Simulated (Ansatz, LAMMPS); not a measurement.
# Localised basis functions on amorphous Hg33S25Se8 (66 atoms), part 2 of 3

Aim: test how closely localised support functions follow the reference on amorphous Hg33S25Se8 (66 atoms), and at what cost. A setting counts as converged where the r.m.s. difference of forces stays under 1 % of the r.m.s. force.

Ansatz 0.2.0; Kohn-Sham DFT, PBE, PAW (set soft_2), plane waves.

The cell: 33 Hg, 25 S and 8 Se. The quench rate of 10 K/ps is many orders above laboratory rates. The starting topology of bonds comes from the classical model. Only the Γ point is sampled, in a cell whose shortest periodic width is 12 Å. No spin–orbit coupling is included.

So far. Step 4 (Support functions low): Forces differ from the reference by 0.65 meV/Å r.m.s., 0.18 % of their size, well within a tolerance of 1 %; the energy by -1.5 meV/atom. It took 62 s and 15 cycles; the reference's time can't be set against it, since the two runs asked for unlike analyses.

## 5. Support functions medium

The cell is solved in localised support functions.

This step: Kohn-Sham DFT, PBE, PAW (set soft_2), localised support functions (medium) (Ansatz 0.2.0).

input.yaml

```yaml
crystal:
  lattice:
    - [12.034, 0.0, 0.0]
    - [0.0, 12.034, 0.0]
    - [0.0, 0.0, 12.034]
  atoms:
    [... the 66 atom lines of step 3 ...]
kpoints:
  mp_grid: { grid: [1, 1, 1] }
hamiltonian:
  xc: pbe
scf:
  occupations: { method: fermi_dirac, width: 0.025 }
  eigensolver: { kind: { support_functions: { accuracy: medium } } }
  max_iter: 150
output:
  forces: true
  eigenvalues: true
```

Launch:

```
$ ansatz run input.yaml --threads 8 --pin off --max-ram 15872MiB --backend cpu --events-out ev --progress --plain --runs-dir out
```

Numbers of over 12 decimals in the logs are rounded to 6 here.

Output:

```text
[...]
Crystal: 66 atoms, lattice volume = 1742.730 Å³
Basis set: ecut = 420 eV, 34049 PW (Γ), exchange–correlation on 162×162×162 points (8 copies of the dense FFT grid, shifted against one another)
Bands: 563, of which v1, the nominal top of the filled ones, is band 469 counted from 1 (468 counted from 0)
Symmetry: 1 space group operations
k-points: 1
[...]
SCF iter   1: F=—  HF=-522113.566629 eV  |F-HF|=—  |Δ(HF+E_count)|=         —  Δρ=3.82e-2  dr2=9.11e1  ethr=1.00e-1
[...]
SCF iter  18: F=—  HF=-522136.146232 eV  |F-HF|=—  |Δ(HF+E_count)|=   2.08e-3  Δρ=6.04e-6  dr2=1.35e-6  ethr=2.45e-10  κ⁻¹=1.7e-3(r=7)
SCF iter  19: F=-522136.146231 eV  HF=-522136.146232 eV  |F-HF|=2.99e-7  |Δ(HF+E_count)|=   1.47e-7  Δρ=3.02e-6  dr2=5.81e-7  ethr=1.44e-10
SCF 1 converged in 19 iterations: F = -522136.189893 eV  dr2 = 5.81e-7
[...]
SCF converged after 19 iterations
[...]
Free energy (F): -522136.189893 eV
[...]
Internal energy: -522136.145839 eV  (E = F + TS)
E sigma→0 (E₀):  -522136.167866 eV
Entropy (-TS):   -0.044055 eV (-0.667 meV/atom)
Fermi energy:    8.505106 eV
[...]
Σ components = -522136.189893   (vs F -522136.189893, Δ=0.00e0)
--- Forces (eV/Å), atoms counted from 1 ---
  atom   1  Hg    -0.12855638    -0.47615449    -0.19648283
  atom   2  Hg     0.40970966     0.06569352    -0.35033109
  atom   3  Hg    -0.18198828     0.22332616    -0.16606971
  atom   4  Hg     0.07220942    -0.03299653    -0.10947850
[...]
atom  66  Se     0.16688188    -0.06522994    -0.26499560
  max |Σ_I F_I| component: 4.33e-3 eV/Å
--- Band table (eV) ---
[...]
```

Run time: 75 s. Hardware: 8 threads of Arm Neoverse V2, shared host; peak memory 3.6 GiB.

Keys that differ from the reference: support_functions.accuracy = "medium" and scf.max_iter = 150.

Forces differ from the reference by 0.54 meV/Å r.m.s., 0.15 % of their size, well within a tolerance of 1 %; the energy by -1.5 meV/atom. It took 75 s and 19 cycles; the reference's time can't be set against it, since the two runs asked for unlike analyses.

## 6. Support functions medium, radius 3.77 Å

The radius confines each support function; a larger one gives more freedom and more work per atom.

input.yaml, the sections that differ from step 5:

```yaml
scf:
  occupations: { method: fermi_dirac, width: 0.025 }
  eigensolver: { kind: { support_functions: { accuracy: medium, radius: 3.77 } } }
  max_iter: 150
# crystal, kpoints, hamiltonian, output: as in step 5
```

Output:

```text
Warning: scf.eigensolver.kind.support_functions: disabling space-group detection — the functions' gradient is summed over unrotated k-points, so no spatial operation reduces the k-mesh or symmetrises the density; time reversal is kept, so that k and −k are solved as one point where they differ and the mesh holds both, and exact exchange and, on two spinor components, a DFT+U term hold to it where the run has them: [...]
settings of this run that can trade accuracy for cost: scf.eigensolver.kind.support_functions [...]
Engine: ansatz 0.2.0, aarch64-unknown-linux-gnu
Pseudopotentials: kind: paw
Pseudopotential: Hg, paw, valence charge 20, recommended cutoff 420 eV (normal), Hg.paw.azcp
Pseudopotential: S, paw, valence charge 6, recommended cutoff 420 eV (normal), S.paw.azcp
Pseudopotential: Se, paw, valence charge 16, recommended cutoff 420 eV (normal), Se.paw.azcp
[... 5 lines on functional and potentials left out ...]
Error: SCF: the radius of support functions is under 4.22 Å, the least for these sites at the functions' level (scf.eigensolver.kind.support_functions.accuracy). Use scf.eigensolver.kind: auto, or type scf.eigensolver.kind.support_functions.radius at least as long, [...]
```

It took 1.2 s on 8 threads; peak memory 0.4 GiB.

The program refuses radii under 4.22 Å for these atoms at this level.

## 7. Support functions medium, radius 4.3 Å

The radius confines each support function; a larger one gives more freedom and more work per atom.

input.yaml, the sections that differ from step 6:

```yaml
scf:
  occupations: { method: fermi_dirac, width: 0.025 }
  eigensolver: { kind: { support_functions: { accuracy: medium, radius: 4.3 } } }
  max_iter: 150
# crystal, kpoints, hamiltonian, output: as in step 6
```

Output:

```text
[...]
Crystal: 66 atoms, lattice volume = 1742.730 Å³
Basis set: ecut = 420 eV, 34049 PW (Γ), exchange–correlation on 162×162×162 points (8 copies of the dense FFT grid, shifted against one another)
Bands: 563, of which v1, the nominal top of the filled ones, is band 469 counted from 1 (468 counted from 0)
Symmetry: 1 space group operations
k-points: 1
[...]
SCF iter   1: F=—  HF=-522113.067831 eV  |F-HF|=—  |Δ(HF+E_count)|=         —  Δρ=3.82e-2  dr2=9.12e1  ethr=1.00e-1
[...]
SCF iter  17: F=—  HF=-522136.131654 eV  |F-HF|=—  |Δ(HF+E_count)|=   2.46e-3  Δρ=8.85e-6  dr2=5.25e-6  ethr=2.03e-9  κ⁻¹=1.3e-3(r=7)
SCF iter  18: F=-522136.133861 eV  HF=-522136.133861 eV  |F-HF|=4.02e-7  |Δ(HF+E_count)|=   2.21e-3  Δρ=4.91e-6  dr2=1.15e-6  ethr=5.59e-10
SCF 1 converged in 18 iterations: F = -522136.189508 eV  dr2 = 1.15e-6
[...]
SCF converged after 18 iterations
[...]
Free energy (F): -522136.189508 eV
[...]
Internal energy: -522136.145570 eV  (E = F + TS)
E sigma→0 (E₀):  -522136.167539 eV
Entropy (-TS):   -0.043938 eV (-0.666 meV/atom)
Fermi energy:    8.505305 eV
[...]
Σ components = -522136.189508   (vs F -522136.189508, Δ=0.00e0)
--- Forces (eV/Å), atoms counted from 1 ---
  atom   1  Hg    -0.12884992    -0.47651007    -0.19619754
  atom   2  Hg     0.41059414     0.06610776    -0.34990446
  atom   3  Hg    -0.18178776     0.22344404    -0.16629702
  atom   4  Hg     0.07231481    -0.03361164    -0.10942386
[...]
atom  66  Se     0.16687253    -0.06538612    -0.26455235
  max |Σ_I F_I| component: 3.58e-3 eV/Å
--- Band table (eV) ---
[...]
```

Elapsed: 69 s, on 8 threads; peak memory 3.4 GiB; 9 min of CPU time.

Keys that differ from the reference: support_functions.accuracy = "medium", support_functions.radius = 4.3 and scf.max_iter = 150.

Forces differ from the reference by 0.60 meV/Å r.m.s., 0.16 % of their size, well within a tolerance of 1 %; the energy by -1.5 meV/atom. It took 69 s and 18 cycles; the reference's time can't be set against it, since the two runs asked for unlike analyses.

## 8. Support functions medium, radius 4.61 Å

The radius confines each support function; a larger one gives more freedom and more work per atom.

input.yaml, the sections that differ from step 7:

```yaml
scf:
  occupations: { method: fermi_dirac, width: 0.025 }
  eigensolver: { kind: { support_functions: { accuracy: medium, radius: 4.61 } } }
  max_iter: 150
# crystal, kpoints, hamiltonian, output: as in step 7
```

Output:

```text
[...]
Crystal: 66 atoms, lattice volume = 1742.730 Å³
Basis set: ecut = 420 eV, 34049 PW (Γ), exchange–correlation on 162×162×162 points (8 copies of the dense FFT grid, shifted against one another)
Bands: 563, of which v1, the nominal top of the filled ones, is band 469 counted from 1 (468 counted from 0)
Symmetry: 1 space group operations
k-points: 1
[...]
SCF iter   1: F=—  HF=-522113.892607 eV  |F-HF|=—  |Δ(HF+E_count)|=         —  Δρ=3.82e-2  dr2=9.11e1  ethr=1.00e-1
[...]
SCF iter  18: F=—  HF=-522136.159571 eV  |F-HF|=—  |Δ(HF+E_count)|=   1.53e-3  Δρ=5.97e-6  dr2=1.53e-6  ethr=2.88e-10  κ⁻¹=1.8e-3(r=7)
SCF iter  19: F=-522136.159571 eV  HF=-522136.159571 eV  |F-HF|=2.24e-7  |Δ(HF+E_count)|=   1.88e-7  Δρ=3.02e-6  dr2=5.54e-7  ethr=1.63e-10
SCF 1 converged in 19 iterations: F = -522136.190880 eV  dr2 = 5.54e-7
[...]
SCF converged after 19 iterations
[...]
Free energy (F): -522136.190880 eV
[...]
Internal energy: -522136.146682 eV  (E = F + TS)
E sigma→0 (E₀):  -522136.168781 eV
Entropy (-TS):   -0.044198 eV (-0.670 meV/atom)
Fermi energy:    8.504914 eV
[...]
Σ components = -522136.190880   (vs F -522136.190880, Δ=0.00e0)
--- Forces (eV/Å), atoms counted from 1 ---
  atom   1  Hg    -0.12902555    -0.47640253    -0.19605437
  atom   2  Hg     0.41014233     0.06530591    -0.34978424
  atom   3  Hg    -0.18235709     0.22389272    -0.16599969
  atom   4  Hg     0.07261501    -0.03345319    -0.10973714
[...]
atom  66  Se     0.16659548    -0.06499279    -0.26508017
  max |Σ_I F_I| component: 5.28e-3 eV/Å
--- Band table (eV) ---
[...]
```

Elapsed: 84 s, on 8 threads; peak memory 3.8 GiB; 11 min of CPU time.

Keys that differ from the reference: support_functions.accuracy = "medium", support_functions.radius = 4.61 and scf.max_iter = 150.

Forces differ from the reference by 0.45 meV/Å r.m.s., 0.12 % of their size, well within a tolerance of 1 %; the energy by -1.5 meV/atom. It took 84 s and 19 cycles; the reference's time can't be set against it, since the two runs asked for unlike analyses.

## 9. Other settings

Changed here: basis.precision = "f64", scf.eigensolver.kind = "davidson" and scf.lower_state_search = "standard".

This step: Kohn-Sham DFT, PBE, PAW (set soft_2), plane waves (Ansatz 0.2.0).

input.yaml, the sections that differ from step 8:

```yaml
scf:
  occupations: { method: fermi_dirac, width: 0.025 }
  lower_state_search: standard
  eigensolver: { kind: davidson }
output:
  forces: true
  stress: true
  populations: true
  dos:
    method: { smearing: { sigma: 0.1 } }
    de: 0.1
    projected: { site_lists: { Hg: [Hg], S: [S], Se: [Se] } }
  eigenvalues: true
basis:
  precision: f64
# crystal, kpoints, hamiltonian: as in step 8
```

Output:

```text
[...]
Crystal: 66 atoms, lattice volume = 1742.730 Å³
Basis set: ecut = 420 eV, 34049 PW (Γ), exchange–correlation on 162×162×162 points (8 copies of the dense FFT grid, shifted against one another)
Bands: 563, of which v1, the nominal top of the filled ones, is band 469 counted from 1 (468 counted from 0)
Symmetry: 1 space group operations
[...]
k-points: 1
[...]
SCF iter   1: F=—  HF=-522136.202445 eV  |F-HF|=—  |Δ(HF+E_count)|=         —  Δρ=4.59e-3  dr2=9.73e-1  ethr=1.77e-3  ⟨swp⟩=12.0  Hψ=2564  notcnv=0
[...]
SCF iter  11: F=-522136.092771 eV  HF=-522136.092771 eV  |F-HF|=8.61e-9  |Δ(HF+E_count)|=   9.84e-9  Δρ=5.60e-7  dr2=1.20e-8  ethr=1.35e-11 (applied; sched 1.08e-11)  ⟨swp⟩=5.0  Hψ=1058  notcnv=0  defer=2
SCF 1 converged in 11 iterations: F = -522136.092771 eV  dr2 = 1.20e-8
  Residual-converged pass: ⟨swp⟩=3.0  Hψ=993  notcnv=0  max |occ|·‖R‖ = 6.3e-6 eV (tolerance 6.7e-6 eV)  dr2=1.27e-8  dr2_onsite=2.44e-10  max |Δocc| = 6.8e-11
[...]
SCF converged after 11 iterations
Free energy (F): -522136.092771 eV
[...]
Internal energy: -522136.048194 eV  (E = F + TS)
E sigma→0 (E₀):  -522136.070483 eV
Entropy (-TS):   -0.044576 eV (-0.675 meV/atom)
Fermi energy:    8.504726 eV
[...]
--- Forces (eV/Å), atoms counted from 1 ---
  atom   1  Hg    -0.12850120    -0.47637516    -0.19596809
  atom   2  Hg     0.41077610     0.06563784    -0.35034682
  atom   3  Hg    -0.18252948     0.22372214    -0.16602698
  atom   4  Hg     0.07285343    -0.03320577    -0.11001651
  atom   5  Hg     0.23950989    -0.64957420     0.40348601
  atom   6  Hg     0.42329538     0.07721401     0.27677451
  atom   7  Hg    -0.32832144     0.45866393     0.03806706
  atom   8  Hg     0.62392915    -0.12149017     0.15089637
  atom   9  Hg    -0.45712680    -0.51532408     0.07998342
  atom  10  Hg     0.04145805    -0.06725492     0.29190095
  atom  11  Hg    -0.25089748     0.76322379     0.51195841
  atom  12  Hg     0.11604433     0.03297367     0.28478050
  atom  13  Hg     0.05254131     0.57337915     0.24128620
  atom  14  Hg    -0.03391184    -0.23945411     0.30769298
[...]
atom  65  Se    -0.17851538     0.70891616     0.54665756
  atom  66  Se     0.16634569    -0.06503644    -0.26517284
  max |Σ_I F_I| component: 7.72e-6 eV/Å
--- Stress (GPa, compression-positive) ---
        0.531678       0.108103       0.250267
        0.108103       0.634412      -0.143927
        0.250267      -0.143927       0.399617
  P = ⅓ Tr σ = 0.5219 GPa (5.219 kbar)
--- Band table (eV) ---
[...]
--- Löwdin populations: 66 sites ---
  site symbol       q [e]
     0     Hg     19.1001
     1     Hg     19.1439
     2     Hg     19.0122
[...]
65     Se     16.8030
  spilling = 0.007232 (of n_electrons = 938.000000)
```

Run time: 41 s. Hardware: 8 threads; peak memory 3.2 GiB.

Forces differ from the reference by 0.005 meV/Å r.m.s., 0.0014 % of their size, well within a tolerance of 1 %. It took 41 s and 11 cycles; the reference's time can't be set against it, since the two runs asked for unlike analyses.

## 10. All settings compared

Differences are against the plane-wave reference (Kohn-Sham DFT, PBE, PAW (set soft_2), plane waves), whose r.m.s. force component is 0.363 eV/Å. Energies are set beside the reference only for runs with its functional, potentials and electron count. Times are for 8 threads of Arm Neoverse V2, shared host. The reference's time includes the DOS, the stress and grids, which some other runs skip.

```csv
run,"Δ force, r.m.s. (meV/Å)",share of r.m.s. force (%),Δ energy (meV/atom),Δ pressure (GPa),cycles,time,host memory (GiB)
reference,-,-,-,-,11,19 s,2.8
support functions low,0.654,0.180,-1.46,-,15,62 s,3.6
support functions medium,0.543,0.150,-1.47,-,19,75 s,3.6
"support functions medium, radius 4.3 Å",0.596,0.164,-1.47,-,18,69 s,3.4
"support functions medium, radius 4.61 Å",0.448,0.123,-1.49,-,19,84 s,3.8
"basis.precision = "f64", scf.eigensolver.kind = "davidson" and scf.lower_state_search = "standard"",0.005,0.0014,0,0,11,41 s,3.2
```

## 11. What the reference run shows

The comparisons rest on this run, so its electronic structure is set out here.

Neighbours are counted within 3.08 Å (Hg-S), 3.35 Å (Hg-Se).

Length of the force by element and coordination:

| element | coordination | atoms | mean length of the force (eV/Å) | spread | least | most |
| --- | --- | --- | --- | --- | --- | --- |
| Hg | all | 33 | 0.549 | 0.218 | 0.136 | 0.953 |
| Hg | 3 | 9 | 0.585 | 0.169 | 0.361 | 0.881 |
| Hg | 4 | 24 | 0.535 | 0.232 | 0.136 | 0.953 |
| S | all | 25 | 0.609 | 0.267 | 0.212 | 1.22 |
| S | 1 | 1 | 0.39 | 0 | 0.39 | 0.39 |
| S | 3 | 12 | 0.694 | 0.271 | 0.402 | 1.22 |
| S | 4 | 7 | 0.573 | 0.277 | 0.212 | 1.06 |
| S | 5 | 5 | 0.496 | 0.176 | 0.327 | 0.834 |
| Se | all | 8 | 0.625 | 0.212 | 0.320 | 0.927 |
| Se | 3 | 1 | 0.927 | 0 | 0.927 | 0.927 |
| Se | 4 | 5 | 0.604 | 0.180 | 0.376 | 0.913 |
| Se | 5 | 2 | 0.528 | 0.209 | 0.320 | 0.737 |

Density of states as counts of states in windows of 1 eV (from the Fermi level), total and the larger projections:

```
from (eV)  to (eV)  total   Hg d   S p  Hg s  Se p   S s
      -14      -13   25.3    1.1   0.1   2.3   0.1  13.6
      -13      -12   33.5    1.8   0.4   1.6   0.1  23.4
      -12      -11    7.2    0.4   0.2   0.2   0.0   6.4
      -11       -8    0.0    0.0   0.0   0.0   0.0   0.0
       -8       -7   94.2   79.5   8.7   2.8   2.8   0.2
       -7       -6  235.3  221.1   7.1   2.6   2.0   1.6
       -6       -5   19.2    5.7   4.7   5.9   1.9   0.6
       -5       -4   36.8    6.7  12.1  12.1   3.8   1.4
       -4       -3   28.1    2.8  14.8   3.6   5.3   0.6
       -3       -2   44.3    4.2  28.0   2.0   7.8   0.5
       -2       -1   47.8    4.1  29.4   2.2   9.6   0.5
       -1        0   23.3    1.0  13.9   2.5   4.5   0.2
        0        1   25.6    0.6  11.5   8.0   2.8   0.3
        1        2   25.9    0.3   7.9  10.6   3.3   0.4
        2        3   16.2    0.1   4.4   5.9   1.5   0.2
        3        4   20.4    0.1   1.2   1.1   0.5   0.0
        4        5   36.0    0.1   1.3   0.7   0.4   0.0
```

The curve was stored every 0.10 eV, coarse against its broadening of 0.08 eV, so these counts are rough.

The stored curve holds about 595 of the 938 electrons; the rest, give or take the few that broadening carries across the Fermi level, lie in deeper levels below its range.

The levels nearest the highest filled one (over half full), pooled over k-points and spins:

```csv
level less the highest filled one (eV),occupation
-0.395,2
-0.320,2
-0.265,2
-0.164,2
-0.068,1.98
0,1.77
0.111,0.164
0.137,0.063
0.164,0.021
0.282,0
0.328,0
0.416,0
```

Valence density in the bc plane at fractional x = 0.615, with atoms of Hg and S and Se within 0.2 Å of it. It is the smooth field of the valence electrons, not physical close to the nuclei.

Ten steps, logarithmic in the rise over the least value, from '0' (0 e/Å³) to '9' (21 e/Å³), each cell a mean:
```
2332331100000000024676410000000001
2333321110000001136898520000000001
1111111222111222235787520000001111
1100012332223333222444210000012332
1000001222123333211111000000012333
1000000111112333210000000000001222
0000000000001111100000000000000110
0000001110000001122110000000000000
0000124442100012333321000000011100
0001257874200013322321100011233211
0001368985200012333321000012488631
0000246653100001222210000112599731
0000112221000000011100111112355421
1000112211000000000011111111122211
3211233332000000000122211000001123
5322332332100000001233211000001245
5322233332100000001222210000001245
2111123321000000000111100000001122
1000011222100000000000000000011222
1000012465420000000000000000124543
2100014688631000000000000000136874
2111113677531000000000000000135653
2233222344210000000110000000012222
2333331111100000001222100000000011
```
Columns run along b (12.0 Å), rows up along c (12.0 Å). Atoms in or near the plane, at fractional coordinates: Hg at (0.21, 0.56), Hg at (0.59, 0.92), S at (0.19, 0.34), S at (0.52, 0.59), S at (0.08, 0.98), Se at (0.88, 0.52).

(Continued in part 3 of 3.)

[Logs are printed without paths, hosts, clocks, repeated set-up lines and the standing remarks that a program may print on its own settings, such as how far it seeks lower states.]

[Hosts, paths, dates, database ids (printed as entryN), source tags and the programs' standing remarks are cut or masked in the printed files.]
